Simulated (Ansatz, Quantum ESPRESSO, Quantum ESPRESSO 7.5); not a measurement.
## Evanescent states of SrO, rock salt type, lattice constant set to 4.943 Å

Wanted: the complex band structure of SrO, rock salt type, lattice constant set to 4.943 Å, as for a tunnel barrier.

Method: plane-wave DFT, LDA, PseudoDojo norm-conserving pseudopotentials (cross-check by Ansatz 0.2.0 with PAW datasets), in Quantum ESPRESSO 7.5.

This is a report of a sequence of runs, with most program output left out.

## 1. Starting point

The structure is cubic, space group Fm-3m (No. 225). The conventional cell has a = 4.943 Å, b = 4.943 Å, c = 4.943 Å, α = 90.00°, β = 90.00°, γ = 90.00°. Nearest to Sr lie 6 O at 2.47 Å. Nearest to O lie 6 Sr at 2.47 Å. Farther neighbours and most contacts between anions are not listed.

## 2. Ground state

pwcond needs a cell whose third axis lies along the current and stands perpendicular to the other two.

Contents of scf.in:

```
&control
  prefix = 'scf'
  outdir = './out'
  pseudo_dir = './pseudo'
  calculation = 'scf'
  tprnfor = .true.
/
&system
  ibrav = 0
  nat = 4
  ntyp = 2
  ecutwfc = 72
  ecutrho = 288
  occupations = 'fixed'
  nbnd = 20
/
&electrons
  conv_thr = 1e-09
  mixing_beta = 0.6
  electron_maxstep = 120
/
ATOMIC_SPECIES
  Sr  87.6200  Sr.dojo-sr-lda-0.4.1-standard.upf
  O   15.9990  O.dojo-sr-lda-0.4.1-standard.upf
CELL_PARAMETERS angstrom
  3.49522881940510 0.00000000000000 0.00000000000000
  0.00000000000000 3.49522881940510 0.00000000000000
  0.00000000000000 0.00000000000000 4.94300000000000
ATOMIC_POSITIONS crystal
  Sr  0.000000000000 0.000000000000 0.000000000000
  O   0.500000000000 0.500000000000 0.000000000000
  Sr  0.500000000000 0.500000000000 0.500000000000
  O   0.000000000000 0.000000000000 0.500000000000
K_POINTS automatic
  8 8 6 0 0 0
```

The run is started by

```bash
OMP_NUM_THREADS=1 mpirun -n 2 pw.x -nk 2 -in scf.in > scf.out
```

Run time: 82 s. Hardware: 2 MPI ranks of Arm Neoverse N1, shared host; peak memory 0.22 GiB.

Numbers from this step:

| Quantity | Value |
| --- | --- |
| free energy | -2770.5547 eV |
| valence top, on the run's zero | 9.046 eV |
| conduction bottom, on the run's zero | 12.07 eV |
| gap by band count | 3.026 eV |

The run needed 13 iterations to bring the estimated error under 1e-09 Ry.

## 3. Complex bands with pwcond.x

ikind = 0 solves one period of the crystal for all kz, real and complex, at each energy and k across. ewind and epsproj trim the two-dimensional plane-wave basis; nz1 sets the subslabs.

Contents of cbs.in:

```
&inputcond
  outdir = './out'
  prefixl = 'scf'
  band_file = 'cbs'
  ikind = 0
  ewind = 4.0
  epsproj = 1e-05
  nz1 = 7
  energy0 = 6.9
  denergy = -0.23
/
4
  0.00000000 0.00000000 1.00000000
  0.50000000 0.00000000 1.00000000
  0.50000000 0.50000000 1.00000000
  0.25000000 0.00000000 1.00000000
40
```

The run is started by

```bash
OMP_NUM_THREADS=1 mpirun -n 2 pwcond.x -in cbs.in > cbs.out
```

It took 4 min on 2 MPI ranks; peak memory 0.12 GiB.

This step gave:

| Property | Result |
| --- | --- |
| peak of the smallest κ at the zone centre | 0.284 Å⁻¹ |
| energy of the peak at the zone centre | 2.3 eV |
| peak of the smallest κ at (1/2, 0) | 0.425 Å⁻¹ |
| peak of the smallest κ at (1/2, 1/2) | 0.325 Å⁻¹ |
| peak of the smallest κ at (1/4, 0) | 0.341 Å⁻¹ |

K across = (0, 0) in the cell's reciprocal vectors; values within 0.0025 1/Å of each other count once, columns are sorted by size at each energy, a dash where no further value was kept. Im kz of the slowest decaying states against energy, zero at the highest filled level of the SCF mesh:

| energy (eV) | decay 1 (Å⁻¹) | decay 2 (Å⁻¹) | decay 3 (Å⁻¹) |
| --- | --- | --- | --- |
| -2.07 | 0.25 | 0.931 | 1.22 |
| -1.61 | 0.104 | 0.859 | 1.16 |
| -1.15 | 0.767 | 1.11 | 1.49 |
| -0.69 | 0.633 | 1.05 | 1.45 |
| -0.46 | 0.527 | 1.01 | 1.42 |
| 0.00 | 0.045 | 0.142 | 0.174 |
| 0.46 | 0.178 | 0.263 | 0.49 |
| 0.92 | 0.23 | 0.33 | 0.558 |
| 1.38 | 0.26 | 0.376 | 0.583 |
| 1.84 | 0.277 | 0.41 | 0.59 |
| 2.30 | 0.284 | 0.437 | 0.472 |
| 2.53 | 0.284 | 0.391 | 0.447 |
| 2.99 | 0.107 | 0.277 | 0.465 |
| 3.45 | 0.26 | 0.479 | 0.536 |
| 3.91 | 0.227 | 0.488 | 0.504 |
| 4.37 | 0.161 | 0.464 | 0.495 |
| 4.83 | 0.416 | 0.498 | 0.702 |
| 5.29 | 0.356 | 0.499 | 0.625 |
| 5.52 | 0.319 | 0.498 | 0.588 |
| 5.98 | 0.223 | 0.494 | 0.521 |
| 6.44 | 0.07 | 0.461 | 0.486 |
| 6.90 | 0.208 | 0.408 | 0.476 |

K across = (0, 0) in the cell's reciprocal vectors. Table of Re kz of states that move upwards by energy, zero at the highest filled level of the SCF mesh:

| energy (eV) | channel 1 (Å⁻¹) | channel 2 (Å⁻¹) | channel 3 (Å⁻¹) |
| --- | --- | --- | --- |
| -2.07 | - | - | - |
| -1.84 | - | - | - |
| -1.38 | -0.528 | -0.470 | - |
| -1.15 | -0.434 | -0.384 | - |
| -0.92 | -0.357 | -0.318 | - |
| -0.46 | -0.205 | -0.198 | - |
| -0.23 | -0.130 | -0.0942 | - |
| 0.00 | -0.0657 | -0.0657 | - |
| 0.46 | - | - | - |
| 0.69 | - | - | - |
| 0.92 | - | - | - |
| 1.38 | - | - | - |
| 1.61 | - | - | - |
| 1.84 | - | - | - |
| 2.30 | - | - | - |
| 2.53 | - | - | - |
| 2.99 | - | - | - |
| 3.22 | 0.246 | - | - |
| 3.45 | 0.366 | - | - |
| 3.91 | 0.532 | - | - |
| 4.14 | 0.600 | - | - |
| 4.37 | -0.609 | - | - |
| 4.83 | -0.494 | 0.111 | - |
| 5.06 | -0.440 | 0.195 | - |
| 5.29 | -0.386 | 0.262 | - |
| 5.75 | -0.275 | 0.385 | - |
| 5.98 | -0.213 | 0.444 | - |
| 6.21 | -0.136 | 0.502 | - |
| 6.67 | 0.190 | 0.190 | 0.615 |
| 6.90 | -0.601 | 0.258 | 0.258 |

K across = (1/2, 0) in the cell's reciprocal vectors; values within 0.0025 1/Å of each other count once, columns are sorted by size at each energy, a dash where no further value was kept. The Im kz of the slowest decaying states by energy, zero at the highest filled level of the SCF mesh:

| energy (eV) | decay 1 (Å⁻¹) | decay 2 (Å⁻¹) | decay 3 (Å⁻¹) |
| --- | --- | --- | --- |
| -2.07 | 0.433 | 0.645 | 1.93 |
| -1.84 | 0.186 | 0.336 | 0.559 |
| -1.61 | 0.222 | 0.346 | 0.423 |
| -1.38 | 0.435 | 1.88 | 2.46 |
| -1.15 | 0.318 | 0.321 | 0.494 |
| -0.92 | 0.478 | 0.535 | - |
| -0.69 | 0.557 | 0.566 | 1.83 |
| -0.46 | 0.589 | 0.608 | 1.81 |
| -0.23 | 0.13 | 0.607 | 0.645 |
| 0.00 | 0.2 | 0.62 | 0.672 |
| 0.46 | 0.278 | 0.637 | 0.708 |
| 0.69 | 0.305 | 0.641 | 0.72 |
| 0.92 | 0.326 | 0.644 | 0.73 |
| 1.15 | 0.344 | 0.644 | 0.736 |
| 1.38 | 0.358 | 0.643 | 0.741 |
| 1.61 | 0.371 | 0.641 | 0.745 |
| 1.84 | 0.382 | 0.637 | 0.746 |
| 2.07 | 0.391 | 0.632 | 0.747 |
| 2.30 | 0.399 | 0.625 | 0.746 |
| 2.53 | 0.405 | 0.617 | 0.744 |
| 2.76 | 0.41 | 0.608 | 0.741 |
| 2.99 | 0.415 | 0.598 | 0.736 |
| 3.22 | 0.418 | 0.586 | 0.731 |
| 3.45 | 0.42 | 0.573 | 0.725 |
| 3.68 | 0.422 | 0.558 | 0.718 |
| 3.91 | 0.423 | 0.542 | 0.711 |
| 4.14 | 0.423 | 0.523 | 0.702 |
| 4.37 | 0.422 | 0.503 | 0.693 |
| 4.83 | 0.425 | 0.449 | 0.671 |
| 5.06 | 0.421 | 0.658 | - |
| 5.29 | 0.403 | 0.645 | 1.21 |
| 5.52 | 0.382 | 0.631 | 1.17 |
| 5.75 | 0.352 | 0.359 | 0.615 |
| 5.98 | 0.281 | 0.364 | 0.599 |
| 6.21 | 0.194 | 0.355 | 0.581 |
| 6.44 | 0.34 | 0.561 | 0.982 |
| 6.67 | 0.32 | 0.54 | 0.919 |
| 6.90 | 0.292 | 0.516 | 0.845 |

K across = (1/2, 1/2) in the cell's reciprocal vectors; values within 0.0025 1/Å of each other count once, columns are sorted by size at each energy, a dash where no further value was kept. Im kz of the slowest decaying states against energy, zero at the highest filled level of the SCF mesh:

| energy (eV) | decay 1 (Å⁻¹) | decay 2 (Å⁻¹) | decay 3 (Å⁻¹) |
| --- | --- | --- | --- |
| -2.07 | 0.288 | 0.859 | 2.00 |
| -1.61 | 0.183 | 0.779 | 1.97 |
| -1.15 | 0.675 | 1.94 | 2.24 |
| -0.69 | 0.515 | 1.9 | 2.22 |
| -0.46 | 0.37 | 1.88 | 2.20 |
| 0.00 | 0.431 | 1.84 | 2.17 |
| 0.46 | 0.21 | 0.306 | 0.687 |
| 0.92 | 0.28 | 0.341 | 0.805 |
| 1.38 | 0.325 | 0.334 | 0.879 |
| 1.84 | 0.302 | 0.357 | 0.932 |
| 2.30 | 0.248 | 0.38 | 0.971 |
| 2.53 | 0.209 | 0.389 | 0.987 |
| 2.99 | 0.058 | 0.403 | 1.01 |
| 3.45 | 0.412 | 1.03 | 1.53 |
| 3.91 | 0.417 | 1.05 | 1.49 |
| 4.37 | 0.419 | 1.06 | 1.44 |
| 4.83 | 0.417 | 1.07 | 1.39 |
| 5.29 | 0.411 | 1.08 | 1.33 |
| 5.52 | 0.407 | 1.08 | 1.31 |
| 5.98 | 0.396 | 1.08 | 1.25 |
| 6.44 | 0.381 | 1.09 | 1.19 |
| 6.90 | 0.36 | 1.09 | 1.12 |

K across = (1/4, 0) in the cell's reciprocal vectors; values within 0.0025 1/Å of each other count once, columns are sorted by size at each energy, a dash where no further value was kept. The Im kz of the slowest decaying states by energy, zero at the highest filled level of the SCF mesh:

| energy (eV) | decay 1 (Å⁻¹) | decay 2 (Å⁻¹) | decay 3 (Å⁻¹) |
| --- | --- | --- | --- |
| -2.07 | 0.169 | 0.69 | 0.798 |
| -1.84 | 0.629 | 0.75 | 1.43 |
| -1.38 | 0.44 | 0.618 | 1.38 |
| -1.15 | 0.107 | 0.257 | 0.515 |
| -0.92 | 0.237 | 0.32 | 0.338 |
| -0.46 | 0.394 | 0.44 | 0.496 |
| -0.23 | 0.077 | 0.521 | 0.533 |
| 0.00 | 0.131 | 0.184 | 0.557 |
| 0.46 | 0.224 | 0.28 | 0.585 |
| 0.69 | 0.252 | 0.312 | 0.592 |
| 0.92 | 0.273 | 0.337 | 0.596 |
| 1.38 | 0.303 | 0.377 | 0.597 |
| 1.61 | 0.314 | 0.393 | 0.594 |
| 1.84 | 0.323 | 0.407 | 0.589 |
| 2.30 | 0.335 | 0.429 | 0.574 |
| 2.53 | 0.339 | 0.438 | 0.565 |
| 2.99 | 0.341 | 0.453 | 0.542 |
| 3.22 | 0.341 | 0.458 | 0.528 |
| 3.45 | 0.339 | 0.463 | 0.512 |
| 3.91 | 0.33 | 0.467 | 0.476 |
| 4.14 | 0.324 | 0.455 | 0.458 |
| 4.37 | 0.316 | 0.393 | 0.431 |
| 4.83 | 0.293 | 0.374 | 0.482 |
| 5.06 | 0.277 | 0.339 | 0.472 |
| 5.29 | 0.258 | 0.296 | 0.447 |
| 5.75 | 0.157 | 0.198 | 0.39 |
| 5.98 | 0.152 | 0.355 | 0.472 |
| 6.21 | 0.038 | 0.062 | 0.316 |
| 6.67 | 0.19 | 0.208 | 0.46 |
| 6.90 | 0.117 | 0.202 | 0.454 |

## 4. Complex bands with pwcond.x, with epsproj = 0.001

How much does a setting matter? One run is repeated with a change.

cbs.w.in is the input of step 3 with these lines changed:

```diff
@@ -3,6 +3,6 @@
   prefixl = 'scf'
-  band_file = 'cbs'
+  band_file = 'cbs.w'
   ikind = 0
   ewind = 4.0
-  epsproj = 1e-05
+  epsproj = 0.001
   nz1 = 7
```

The run is started by

```bash
OMP_NUM_THREADS=1 mpirun -n 2 pwcond.x -in cbs.w.in > cbs.w.out
```

Wall time 2.2 min (2 MPI ranks); peak memory 0.1 GiB.

The changed values were drawn from a wide range, not chosen for quality; the comparison shows what they did here together.

Beside the run it was changed from:

| quantity | this run | unchanged run | difference |
| --- | --- | --- | --- |
| peak of the smallest κ at the zone centre (Å⁻¹) | 0.284 | 0.284 | 0 |
| peak of the smallest κ at (1/2, 0) (Å⁻¹) | 0.427 | 0.425 | 0.0020 |
| peak of the smallest κ at (1/2, 1/2) (Å⁻¹) | 0.322 | 0.325 | -0.0030 |
| wall time (s) | 130 | 237 |  |

The physical values in this table move by up to 0.92 %.

## 5. Cross-check with Ansatz

A second code with its own PAW datasets, on the same atoms.

Level of this step: plane-wave DFT, LDA, Ansatz PAW (Ansatz 0.2.0).

Contents of input.yaml:

```yaml
crystal:
  lattice:
    - [3.4952288194, 0.0, 0.0]
    - [0.0, 3.4952288194, 0.0]
    - [0.0, 0.0, 4.943]
  atoms:
    - { symbol: Sr, position: [0.0, 0.0, 0.0] }
    - { symbol: O, position: [0.5, 0.5, 0.0] }
    - { symbol: Sr, position: [0.5, 0.5, 0.5] }
    - { symbol: O, position: [0.0, 0.0, 0.5] }
kpoints:
  mp_grid: { grid: [8, 8, 6] }
hamiltonian:
  xc: lda
scf:
  occupations: { method: fixed }
  convergence: { dr2_threshold: 1.0e-09 }
output:
  transmission:
    leads: [[0, 0]]
    kpoints: [[0, 0], [0.5, 0], [0.5, 0.5], [0.25, 0]]
    e_range: [-2.07, 6.9]
    de: 0.23
```

The run is started by

```bash
ansatz run input.yaml --threads 2 --pin off --max-ram 4096MiB --backend cpu --events-out ev --progress --plain --runs-dir out
```

It took 27 s on 2 threads; peak memory 0.37 GiB.

Numbers from this step:

```
free energy                                      : -8005.5391 eV
gap by band count                                : 3.013 eV
symmetry operations                              : 32
slowest decay at the grid energy nearest mid-gap : 0.2694 Å⁻¹
peak of the smallest κ at the zone centre        : 0.2833 Å⁻¹
energy of the peak at the zone centre            : 2.53 eV
peak of the smallest κ at (1/2, 0)               : 0.4264 Å⁻¹
peak of the smallest κ at (1/2, 1/2)             : 0.3253 Å⁻¹
peak of the smallest κ at (1/4, 0)               : 0.3408 Å⁻¹
valence top, on the run's zero                   : 8.943 eV
```

K across = (0, 0) in the cell's reciprocal vectors; values within 0.0025 1/Å of each other count once, columns are sorted by size at each energy, a dash where no further value was kept. Table of Im kz of the slowest decaying states by energy, zero at the highest filled level of the SCF mesh:

| energy (eV) | decay 1 (Å⁻¹) | decay 2 (Å⁻¹) | decay 3 (Å⁻¹) |
| --- | --- | --- | --- |
| -2.07 | 0.248 | 0.930 | 1.22 |
| -1.61 | 0.0982 | 0.858 | 1.16 |
| -1.15 | 0.765 | 1.11 | 1.49 |
| -0.69 | 0.631 | 1.04 | 1.45 |
| -0.46 | 0.523 | 1.01 | 1.42 |
| 0.00 | 0.0499 | 0.143 | 0.190 |
| 0.46 | 0.179 | 0.263 | 0.491 |
| 0.92 | 0.230 | 0.330 | 0.558 |
| 1.38 | 0.260 | 0.376 | 0.583 |
| 1.84 | 0.276 | 0.410 | 0.590 |
| 2.30 | 0.283 | 0.436 | 0.468 |
| 2.53 | 0.283 | 0.386 | 0.447 |
| 2.99 | 0.0855 | 0.276 | 0.465 |
| 3.45 | 0.259 | 0.478 | 0.535 |
| 3.91 | 0.224 | 0.488 | 0.503 |
| 4.37 | 0.157 | 0.463 | 0.494 |
| 4.83 | 0.415 | 0.498 | 0.700 |
| 5.29 | 0.354 | 0.498 | 0.623 |
| 5.52 | 0.317 | 0.497 | 0.586 |
| 5.98 | 0.220 | 0.493 | 0.519 |
| 6.44 | 0.0782 | 0.460 | 0.485 |
| 6.90 | 0.210 | 0.407 | 0.475 |

K across = (0, 0) in the cell's reciprocal vectors. Re kz of states that move upwards against energy, zero at the highest filled level of the SCF mesh:

| energy (eV) | channel 1 (Å⁻¹) | channel 2 (Å⁻¹) | channel 3 (Å⁻¹) |
| --- | --- | --- | --- |
| -2.07 | - | - | - |
| -1.61 | - | - | - |
| -1.15 | -0.431 | -0.381 | - |
| -0.69 | -0.283 | -0.256 | - |
| -0.46 | -0.203 | -0.196 | - |
| 0.00 | - | - | - |
| 0.46 | - | - | - |
| 0.92 | - | - | - |
| 1.38 | - | - | - |
| 1.84 | - | - | - |
| 2.30 | - | - | - |
| 2.53 | - | - | - |
| 2.99 | - | - | - |
| 3.45 | 0.371 | - | - |
| 3.91 | 0.536 | - | - |
| 4.37 | -0.605 | - | - |
| 4.83 | -0.491 | 0.119 | - |
| 5.29 | -0.383 | 0.267 | - |
| 5.52 | -0.328 | 0.329 | - |
| 5.98 | -0.209 | 0.448 | - |
| 6.44 | 0.0895 | 0.0895 | 0.563 |
| 6.90 | -0.598 | 0.261 | 0.261 |

K across = (1/2, 0) in the cell's reciprocal vectors; values within 0.0025 1/Å of each other count once, columns are sorted by size at each energy, a dash where no further value was kept. Im kz of the slowest decaying states against energy, zero at the highest filled level of the SCF mesh:

| energy (eV) | decay 1 (Å⁻¹) | decay 2 (Å⁻¹) | decay 3 (Å⁻¹) |
| --- | --- | --- | --- |
| -2.07 | 0.429 | 0.642 | - |
| -1.84 | 0.196 | 0.331 | 0.555 |
| -1.38 | 0.437 | - | - |
| -1.15 | 0.328 | 0.495 | - |
| -0.92 | 0.482 | 0.536 | - |
| -0.46 | 0.590 | 0.610 | - |
| -0.23 | 0.133 | 0.607 | 0.646 |
| 0.00 | 0.202 | 0.620 | 0.672 |
| 0.46 | 0.279 | 0.636 | 0.708 |
| 0.69 | 0.305 | 0.641 | 0.720 |
| 0.92 | 0.326 | 0.643 | 0.730 |
| 1.38 | 0.358 | 0.643 | 0.741 |
| 1.61 | 0.371 | 0.640 | 0.744 |
| 1.84 | 0.382 | 0.636 | 0.746 |
| 2.30 | 0.398 | 0.624 | 0.745 |
| 2.53 | 0.405 | 0.616 | 0.743 |
| 2.99 | 0.414 | 0.597 | 0.736 |
| 3.22 | 0.417 | 0.585 | 0.731 |
| 3.45 | 0.420 | 0.571 | 0.725 |
| 3.91 | 0.422 | 0.540 | 0.710 |
| 4.14 | 0.422 | 0.522 | 0.701 |
| 4.37 | 0.422 | 0.501 | 0.692 |
| 4.83 | 0.426 | 0.445 | 0.670 |
| 5.06 | 0.420 | 0.657 | 1.24 |
| 5.29 | 0.402 | 0.644 | 1.20 |
| 5.75 | 0.347 | 0.361 | - |
| 5.98 | 0.277 | 0.363 | 0.597 |
| 6.21 | 0.187 | 0.353 | 0.579 |
| 6.67 | 0.319 | 0.538 | 0.918 |
| 6.90 | 0.290 | 0.514 | 0.843 |

K across = (1/2, 1/2) in the cell's reciprocal vectors; values within 0.0025 1/Å of each other count once, columns are sorted by size at each energy, a dash where no further value was kept. The Im kz of the slowest decaying states by energy, zero at the highest filled level of the SCF mesh:

| energy (eV) | decay 1 (Å⁻¹) | decay 2 (Å⁻¹) | decay 3 (Å⁻¹) |
| --- | --- | --- | --- |
| -2.07 | 0.286 | 0.858 | - |
| -1.61 | 0.179 | 0.778 | - |
| -1.15 | 0.673 | - | - |
| -0.69 | 0.513 | - | - |
| -0.46 | 0.367 | - | - |
| 0.00 | 0.0151 | 0.0260 | 0.431 |
| 0.46 | 0.211 | 0.306 | 0.687 |
| 0.92 | 0.281 | 0.340 | 0.804 |
| 1.38 | 0.325 | 0.333 | 0.879 |
| 1.84 | 0.301 | 0.357 | 0.931 |
| 2.30 | 0.246 | 0.380 | 0.971 |
| 2.53 | 0.207 | 0.389 | 0.987 |
| 2.99 | 0.0469 | 0.402 | 1.01 |
| 3.45 | 0.411 | 1.03 | - |
| 3.91 | 0.417 | 1.05 | 1.49 |
| 4.37 | 0.418 | 1.06 | 1.44 |
| 4.83 | 0.416 | 1.07 | 1.39 |
| 5.29 | 0.410 | 1.08 | 1.34 |
| 5.52 | 0.406 | 1.08 | 1.31 |
| 5.98 | 0.395 | 1.08 | 1.25 |
| 6.44 | 0.380 | 1.09 | 1.19 |
| 6.90 | 0.358 | 1.09 | 1.12 |

K across = (1/4, 0) in the cell's reciprocal vectors; values within 0.0025 1/Å of each other count once, columns are sorted by size at each energy, a dash where no further value was kept. The Im kz of the slowest decaying states by energy, zero at the highest filled level of the SCF mesh:

| energy (eV) | decay 1 (Å⁻¹) | decay 2 (Å⁻¹) | decay 3 (Å⁻¹) |
| --- | --- | --- | --- |
| -2.07 | 0.165 | 0.687 | 0.796 |
| -1.84 | 0.626 | 0.748 | 1.43 |
| -1.38 | 0.435 | 0.615 | 1.38 |
| -1.15 | 0.124 | 0.248 | 0.511 |
| -0.92 | 0.244 | 0.311 | 0.343 |
| -0.46 | 0.398 | 0.443 | 0.498 |
| -0.23 | 0.0814 | 0.522 | 0.533 |
| 0.00 | 0.133 | 0.185 | 0.558 |
| 0.46 | 0.225 | 0.280 | 0.585 |
| 0.69 | 0.252 | 0.312 | 0.592 |
| 0.92 | 0.273 | 0.337 | 0.596 |
| 1.38 | 0.303 | 0.377 | 0.596 |
| 1.61 | 0.314 | 0.393 | 0.593 |
| 1.84 | 0.323 | 0.407 | 0.588 |
| 2.30 | 0.335 | 0.429 | 0.574 |
| 2.53 | 0.338 | 0.438 | 0.564 |
| 2.99 | 0.341 | 0.452 | 0.541 |
| 3.22 | 0.340 | 0.458 | 0.527 |
| 3.45 | 0.338 | 0.462 | 0.511 |
| 3.91 | 0.330 | 0.466 | 0.474 |
| 4.14 | 0.323 | 0.453 | 0.456 |
| 4.37 | 0.315 | 0.388 | 0.429 |
| 4.83 | 0.292 | 0.372 | 0.481 |
| 5.06 | 0.276 | 0.336 | 0.470 |
| 5.29 | 0.257 | 0.293 | 0.446 |
| 5.75 | 0.149 | 0.195 | 0.388 |
| 5.98 | 0.148 | 0.353 | 0.471 |
| 6.21 | 0.0522 | 0.313 | 0.468 |
| 6.67 | 0.191 | 0.204 | 0.459 |
| 6.90 | 0.109 | 0.202 | 0.453 |

## 6. Worked from the printed numbers

T falls as exp(−2κd). With κ = 0.266 1/Å, 10 Å of barrier pass exp(−2 × 0.266 × 10) = 0.0049 of that channel, interfaces aside.

## 7. What came out

* gap on the SCF mesh: 3.03 eV
* smallest κ at mid-gap among the four k points, at the zone centre: 0.266 Å⁻¹
* peak of the smallest κ in the stop band at the zone centre: 0.284 Å⁻¹
* peak of the smallest κ in the stop band at (1/2, 0): 0.425 Å⁻¹
* peak of the smallest κ in the stop band at (1/2, 1/2): 0.325 Å⁻¹
* peak of the smallest κ in the stop band at (1/4, 0): 0.341 Å⁻¹
* energy of the peak at the zone centre, over the highest filled level: 2.30 eV
* peak at the zone centre by Ansatz: 0.283 Å⁻¹

What this shows: With a gap of 3.03 eV on the mesh, the smallest κ at mid-gap among the four k points, at the zone centre is 0.266 Å⁻¹ (LDA, PseudoDojo norm-conserving). For a barrier with the Fermi level at mid-gap the slowest state found, at the zone centre, loses a factor of ten in probability every 4.3 Å or so. Stop bands away from the zone centre are mostly wider than the gap, so their peaks can lie above the conduction bottom. At the zone centre pwcond's peak is 0.284 and Ansatz's 0.283 1/Å, 0 % apart. The cell is the a/√2 one, turned by 45°, with two primitive cells, so X along [001] folds onto kz = 0. A semilocal gap is too small, often by a third to a half and by more in narrow-gap crystals, so real barriers decay faster. Spin-orbit coupling is left out; depending on the atoms that carry the levels of interest, it can split and shift them by tens to hundreds of meV.

[Logs are printed without paths, hosts, clocks, repeated set-up lines and the standing remarks that a program may print on its own settings, such as how far it seeks lower states.]

[Hosts, paths, dates, database ids (printed as entryN), source tags and the programs' standing remarks are cut or masked in the printed files.]

[Maps of the electrostatic potential energy from Ansatz leave out the sawtooth potential of an applied field or a dipole correction, so their vacuum need not be flat; planar profiles and work functions include it.]
